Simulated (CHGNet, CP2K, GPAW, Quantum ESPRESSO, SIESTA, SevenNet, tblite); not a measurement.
# Predicting plane-wave site energies from tblite GFN1-xTB: a vacancy of Ge in amorphous Ge at 4.75 g/cm^3 (72 atoms)

Density of this cell: 4.75 g/cm³. The cell holds 72 atoms: 72 Ge. Cell: a = 12.230 Å, b = 12.230 Å, c = 12.230 Å, α = 90.0°, β = 90.0°, γ = 90.0°. 72 atoms (72 Ge) placed at random at 4.75 g/cm³, melted at 3500 K for 10 ps at fixed volume with the Tersoff potential (Tersoff, Phys. Rev. B 39, 5566 (1989)). Quenched from 3500 K to 300 K at 20 K/ps and fixed volume, annealed at 800 K for 20 ps, held 5 ps, then minimised at fixed cell. Then the atoms were relaxed with SevenNet 0 in the fixed cell.

Calculated with Quantum ESPRESSO 7.5: PBE; plane waves, SSSP efficiency, 45/360 Ry; k-points Γ. The cheaper level is tblite GFN1-xTB, tight binding with its own dispersion term; k-points Γ. Each row is one cell with a vacancy of Ge, relaxed with SevenNet 0; both levels solve the same cells, and energies are counted from site Ge39 at each level.

| energy from tblite GFN1-xTB (eV) | energy from plane waves (eV) | site |
| --- | --- | --- |
| 0.000 | 0 | Ge39 |
| 0.372 | 1.017 | Ge19 |
| 0.543 | 1.483 | Ge53 |
| 0.916 | ? | ? |
| 1.678 | 2.124 | Ge42 |

Task: Fit a straight line to the rows given and interpolate to the withheld row.

Worked fit:

Take u as the energy from tblite GFN1-xTB and v as that from plane waves.

```
  u (eV)   v (eV)
       0        0
0.372294  1.01676
0.542695  1.48308
 1.67832  2.12412
```

With n = 4: mean u = 0.648327, mean v = 1.15599, Σ(u − ū)² = 1.5686, Σ(u − ū)(v − v̄) = 1.7505. Slope b = 1.7505 / 1.5686 = 1.1160; intercept a = v̄ − b ū = 0.43246.

At the withheld site u = 0.9160, and v = a + b u.

Prediction at 0.916: 1.455 eV. The run gave 1.356 eV, so the fit is high by 0.099 eV (7.3 % of the value).

The slope of 1.1 says that tblite GFN1-xTB spreads the sites about as widely as plane waves do. Taken as it stands, without the line, its value misses the withheld site by 0.44 eV. Among the rows given, the largest miss of the fit is at 0.543, by 0.44 eV (21 % of the range of the table).

Limits: Few sites, one cell. The geometries are those of SevenNet 0, not of DFT.

[Logs are printed without paths, hosts, clocks, repeated set-up lines and the standing remarks that a program may print on its own settings, such as how far it seeks lower states.]

[Hosts, paths, dates, database ids (printed as entryN), source tags and the programs' standing remarks are cut or masked in the printed files.]
